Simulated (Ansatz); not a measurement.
# Formation energy and levels of the substitutional impurity Cl_O in SnO2 (P4_2/mnm)

Wanted: the transition levels of a substitutional impurity in SnO2 (P4_2/mnm), from a cell of 72 host atoms with 1 O taken out and 1 Cl put in.

Calculated with Ansatz 0.2.0; place-levels on r2SCAN runs: charge-transition levels and formation energies with image-charge correction and potential alignment at the atomic sites; PAW set soft_1.

**What experiment says.**

For SnO2, rutile (undoped SnO2, value from earlier experiment), “Tunable Transparent Conductors Based on SnO2: Theoretical and Experimental Studies of Codoping” (2024, pmc:11656248) quotes earlier work: band gap (band gap of undoped SnO2, quoted experimental value) about 3.6 eV [Literature value quoted in passing in the theory part as a benchmark; sample form …].

Most raw output is cut from this account.

### 1. Starting point

The cell holds 72 atoms: 24 Sn, 47 O and 1 Cl. Its edges and angles: a = 9.516 Å, b = 9.516 Å, c = 9.602 Å, α = 90.0°, β = 90.0°, γ = 90.0°. It derives from SnO2 (space group P4_2/mnm). Nearest the centre at fractional (0.403, 0.597, 0.500): Cl28 at 0.00 Å, Sn25 at 2.06 Å, Sn62 at 2.07 Å, Sn68 at 2.07 Å, O45 at 2.61 Å, O65 at 2.92 Å, O71 at 2.92 Å, O30 at 2.92 Å.

As a file:

The host's dielectric constants go in as inputs: (4.60, 4.60, 4.91) for the electrons alone, (13.48, 13.48, 10.42) with the ions, from a response run on this crystal (DFPT, PBEsol) at that run's own cell.

The cell's shortest repeat is 9.5 Å.

### 2. The runs of each charge state

A transition level is the Fermi level at which two charge states cost the same, so each charge needs its own total energy, at its own relaxed structure.

Random displacements of about 0.05 Å break the site symmetry at the start, so that the relaxation can reach a distorted minimum if there is one. Forces are taken at one point at (¼, ¼, ¼). The cell holds 1 electron more than the neutral one, with a uniform background that keeps it neutral on the whole.

The sampling was tested on the host first: at the k-points planned (1x1x1 shifted 0.25 0.25 0.25) its energy lies 0.000 eV an atom from the dense-mesh value, under the bound of 0.02 eV set for this test; that bounds the host's error, not the defect's.

One state's input; the others differ in charge, spin, start and seed, and in occupations where the table says so.

Input file qm1.relax/input.yaml:

```yaml
crystal:
  lattice:
    - [4.75775154, 0.0, 0.0]
    - [0.0, 4.75775154, 0.0]
    - [0.0, 0.0, 3.20068146]
  atoms:
    - { symbol: Sn, position: [0.5, 0.5, 0.5] }
    - { symbol: Sn, position: [0.0, 0.0, 0.0] }
    - { symbol: O, position: [0.19405723, 0.80594277, 0.5] }
    - { symbol: O, position: [0.80594277, 0.19405723, 0.5] }
    - { symbol: O, position: [0.30594277, 0.30594277, 0.0] }
    - { symbol: O, position: [0.69405723, 0.69405723, 0.0] }
  supercell: [2, 2, 3]
  defects: [{ substitution: { at: 27, symbol: Cl } }]
total_charge: -1
basis:
  ecutwfc: 500
  xc_grid: 2
hamiltonian:
  xc: r2scan
  pseudopotentials: { kind: paw, azcp: { folder: soft_1 } }
kpoints:
  mp_grid: { grid: [1, 1, 1], shift: [0.25, 0.25, 0.25] }
scf:
  occupations: { method: fixed }
  max_iter: 100
output:
  forces: true
  charged_corrections: { epsilon: [4.6, 4.6, 4.91], static_epsilon: [13.48, 13.48, 10.42] }
relax:
  f_tol: 0.02
  max_steps: 80
  random_displacement: { amplitude: 0.05, seed: 1007 }
checkpoint:
  write: "../qm1.relax.run"
  compress: false
  write_wavefunctions: true
  write_every: 100000
```

Command:

```sh
> ansatz run input.yaml --threads 4 --pin off --max-ram 15073MiB --backend cpu --events-out ev --progress --plain --runs-dir out
```

Defect states can disperse in a cell of this size, so the energy is taken again at a 2×2×2 shifted mesh, on the relaxed structure.

The run of this state that the levels use, under r2SCAN:

Input file qm1.point/input.yaml:

```yaml
crystal:
  checkpoint: "../qm1.relax.run"
  host: checkpoint
total_charge: -1
basis:
  ecutwfc: 500
  xc_grid: 2
hamiltonian:
  xc: r2scan
  pseudopotentials: { kind: paw, azcp: { folder: soft_1 } }
kpoints:
  mp_grid: { grid: [2, 2, 2], shift: [0.5, 0.5, 0.5] }
scf:
  occupations: { method: fermi_dirac, width: 0.01 }
  max_iter: 100
output:
  forces: true
  eigenvalues: true
  charged_corrections:
    epsilon: [4.6, 4.6, 4.91]
    static_epsilon: [13.48, 13.48, 10.42]
    defect_position: [0.402971, 0.597029, 0.5]
  eigenstates: { localisation: true }
  populations: true
  band_densities: [{ bands: [v1, v1] }, { bands: [c1, c1] }]
  write_density: true
  write_potential: true
  volumetric_format: npy
checkpoint:
  read: "../qm1.relax.run"
  write: "../qm1.point.run"
  compress: false
  write_wavefunctions: false
  write_every: 100000
```

Relaxations under r2SCAN at one point at (¼, ¼, ¼); times on 4 threads of Intel Xeon Platinum 8259CL at 2.50GHz (Skylake/Cascade Lake), shared host:

```
charge  moment (μB)  occupations    outcome  steps  largest displacement against the far atoms (Å)     time
    −1            0        fixed  converged      6                                            0.37  3.7 min
     0            1        fixed  converged      6                                            0.37  7.9 min
    +1            0        fixed  converged      6                                            0.36  3.4 min
```

Single points under r2SCAN at a 2×2×2 shifted mesh; times on 4 threads of Intel Xeon Platinum 8259CL at 2.50GHz (Skylake/Cascade Lake), shared host:

```
charge  moment (μB)  occupations    outcome     time
    −1            0  fermi-dirac  converged  4.2 min
     0            1  fermi-dirac  converged  7.7 min
    +1            0  fermi-dirac  converged  2.8 min
```

Distances (Å) from Cl28 to the nearest atoms after relaxation with r2SCAN:

```
charge  moment (μB)       1.       2.       3.      4.      5.      6.
    −1            0  Sn 2.35  Sn 2.41  Sn 2.41  O 2.74  O 2.91  O 2.91
     0            1  Sn 2.35  Sn 2.40  Sn 2.40  O 2.73  O 2.91  O 2.91
    +1            0  Sn 2.35  Sn 2.40  Sn 2.40  O 2.73  O 2.86  O 2.87
```

### 3. Levels against the band edges, r2SCAN

A charged cell interacts with its images and the background, and its potential has another zero than the host's. place-levels removes the first by a point-charge model, screened by the static dielectric constant since the ions have relaxed around the charge, and the second by comparing potentials at atoms far from the defect.

The host is a run of the defect-free crystal in the same cutoffs, grids and k-points, so that basis and sampling errors cancel in part in the differences. The host is run in a cell of 6 atoms on a matching mesh. Its band edges are searched through the zone by a band path, so the gap is smaller than, or equal to, that on the mesh. Chemical potentials are energies per atom of O (O2 molecule) and Cl (Cl2 molecule), run with the same functional and cutoff.

Input file levels.point.yaml:

```yaml
host:
  run: host.point.run
states: [qm1.point.run, q0_M1.point.run, qp1.point.run]
geometry_from:
  qm1.point.run: qm1.relax.run
  q0_M1.point.run: q0_M1.relax.run
  qp1.point.run: qp1.relax.run
  host.point.run: host.relax.run
chemical_potentials:
  O:
    energy: -565.989614
    dataset: <sha256 of the dataset>
  Cl:
    energy: -1083.515636
    dataset: "<sha256 of the dataset>"
epsilon: [4.6, 4.6, 4.91]
static_epsilon: [13.48, 13.48, 10.42]
vertical:
  - { from: qm1.point.run, to: qm1.point_neutral.run }
  - { from: qp1.point.run, to: qp1.point_neutral.run }
```

Command:

```sh
> ansatz place-levels levels.point.yaml -- --threads 4 --pin off --max-ram 15073MiB
```

Elapsed: 0.59 s, on 4 threads of Intel Xeon Platinum 8259CL at 2.50GHz (Skylake/Cascade Lake), shared host.

Levels between the charges placed, in eV above the valence top:

```
        gap (eV)  (+1/0)  (0/−1)
r2SCAN      1.80    1.81    1.80
```

Corrections by state:

```
charge  moment (μB)  image terms and alignment (eV)  band filling (eV)                                  ε used  over the lowest of its charge, as the program ranks them, band filling apart (eV)
    +1          0.0                           0.326                  -  principal values (10.42, 13.48, 13.48)                                                                              0.000
     0          1.0                           0.000             -0.866                                       -                                                                              0.000
    −1          0.0                          -0.145             -1.947  principal values (10.42, 13.48, 13.48)                                                                              0.000
```

The charged structures listed were also run neutral, and place-levels reads from each pair, by the potential or the spins, how wide the charge is by which they differ; that can be the carrier of either run.

```
charge  rms radius (Å)  spread where it is widest against the cell (Å)  wide from (Å)  reading
    +1             6.9                                            4.05           1.65     wide
    −1             6.9                                            4.03           1.65     wide
```

The neutral runs of these pairs need not share the spin of the lowest neutral state, and very wide values only mean spread over the cell.

From the program's caveats on the states, each cut to its opening words:

- charge +1: it parts from the run at its places by a charge that spreads by about 4.1 Å along one vector (1.6 Å or more is wide), by its potential at epsilon [4.6, 4.6, [...]
- charge +1: its displacements don't fall off away from the defect: farther atoms stand 0.062 Å off the host's places
- charge 0 (1 μB): a band-filling correction moves a carrier to the host's band edge, which changes its energy by -0.866 eV
- charge 0 (1 μB): its displacements don't fall off away from the defect: farther atoms stand 0.064 Å off the host's places
- charge 0 (1 μB): flagged: stability check not made
- charge −1: it parts from the run at its places by a charge that spreads by about 4 Å along one vector (1.6 Å or more is wide), by its potential at epsilon [4.6, 4.6, [...]
- charge −1: a band-filling correction moves a carrier to the host's band edge, which changes its energy by -1.947 eV
- charge −1: its displacements don't fall off away from the defect: farther atoms stand 0.065 Å off the host's places

The host's formation energy from the elements is -1.867 eV per atom; it sets how far the chemical potentials can move.

Formation energies (eV), O-rich (Δμ(O) = 0.00 eV, Δμ(Sn) = -5.60 eV, Δμ(Cl) = 0.00 eV):

```
charge  Fermi level at the valence top  at the conduction bottom
    +1                            1.86                      3.65
     0                            3.67                      3.67
    −1                            5.46                      3.67
```

Formation energies (eV), Sn-rich (Δμ(Sn) = 0.00 eV, Δμ(O) = -2.80 eV, Δμ(Cl) = 0.00 eV):

```
charge  Fermi level at the valence top  at the conduction bottom
    +1                           -0.94                      0.85
     0                            0.87                      0.87
    −1                            2.66                      0.87
```

### 4. The same at the relaxations' own k-points

The relaxations' own energies give the levels at their sampling, for comparison.

Input file levels.relax_mesh.yaml:

```yaml
host:
  run: host.relax.run
states: [qm1.relax.run, q0_M1.relax.run, qp1.relax.run]
chemical_potentials:
  O:
    energy: -565.989614
    dataset: <sha256 of the dataset>
  Cl:
    energy: -1083.515636
    dataset: "<sha256 of the dataset>"
```

Command:

```sh
> ansatz place-levels levels.relax_mesh.yaml -- --threads 4 --pin off --max-ram 15073MiB
```

Wall time 0.21 s (4 threads).

Levels between neighbouring charges, in eV above the valence top:

```
                        gap (eV)  (+1/0)  (0/−1)
one point at (¼, ¼, ¼)      1.80    1.81    1.80
  a 2×2×2 shifted mesh      1.80    1.81    1.80
```

Going from one point at (¼, ¼, ¼) to a 2×2×2 shifted mesh moves formation energies against the elements by up to 0.00 eV; band-filling terms, which differ between samplings, are in these energies.

### 5. Outcome

```json
{"gap of the host": "1.80 eV (r2SCAN)", "level (plus 1/0)": "1.81 eV above the valence top, past the conduction bottom, not a change between lowest states (2.68 eV above the valence top without the band-filling term)", "level (0/minus 1)": "1.80 eV above the valence top, at the conduction bottom, not a change between lowest states (2.88 eV above the valence top without the band-filling term)", "lowest of the charges placed, just above the valence top (0.02 eV)": "+1", "lowest of the charges placed, just below the conduction bottom (0.02 eV)": "+1", "lowest formation energy at mid-gap of the charges run, O-rich": "2.76 eV", "lowest formation energy at mid-gap of the charges run, Sn-rich": "-0.05 eV"}
```

Of the charges placed (−1, 0 and +1), +1 is the lowest from 0.02 eV above the valence top to 0.02 eV below the conduction bottom, a gap of 1.80 eV. Charges above +1 were not placed, so these runs say nothing of levels that involve them. States placed: +1 at 0 μB; 0 at 1 μB; −1 at 0 μB. Other spin states or structures, where not listed, weren't placed. The program finds carriers beyond a band edge of the host and adds a band-filling term at charge −1 (-1.95 eV) and 0 (-0.87 eV); steps to such a charge show no bound level, and a defect level inside a band would be read the same way. Cl is taken at its element; compounds, which aren't counted here, bound the chemical potentials and would shift these formation energies. Going from one point at (¼, ¼, ¼) to a 2×2×2 shifted mesh moves formation energies against the elements by up to 0.00 eV; band-filling terms, which differ between samplings, are in these energies. What this leaves open: r2SCAN makes the gap too small and tends to spread out bound carriers; where a gas molecule sets a chemical potential or the host's formation energy, its binding is uncorrected; spin–orbit coupling, which can matter with heavy atoms, is left out.

Computed beside measured:

```
                             quantity  measured           r2SCAN
band gap (least gap of the host) (eV)       3.6  1.80 (-1.80 eV)
```

Measured values from pmc:11656248 (2024).

**Verdict.** The band gap is off by -1.80 eV. Local and semilocal functionals usually give gaps below the measured ones. Spin-orbit coupling, left out here, can change the gap with such heavy elements. Zero-point and thermal motion shift the measured gap.

[Logs are printed without paths, hosts, clocks, repeated set-up lines and the standing remarks that a program may print on its own settings, such as how far it seeks lower states.]

[Hosts, paths, dates, database ids (printed as entryN), source tags and the programs' standing remarks are cut or masked in the printed files.]

[Where a table of states has a column of steps, it counts the stored structures, which are thinned; the runs took as many ionic steps or more.]

[A defect's name tells the site on which it was built; relaxed atoms can leave that site.]

[For some hosts the program warned that the k-mesh of the response run may be too coarse for force constants and the static dielectric constant; such warnings are not shown here.]
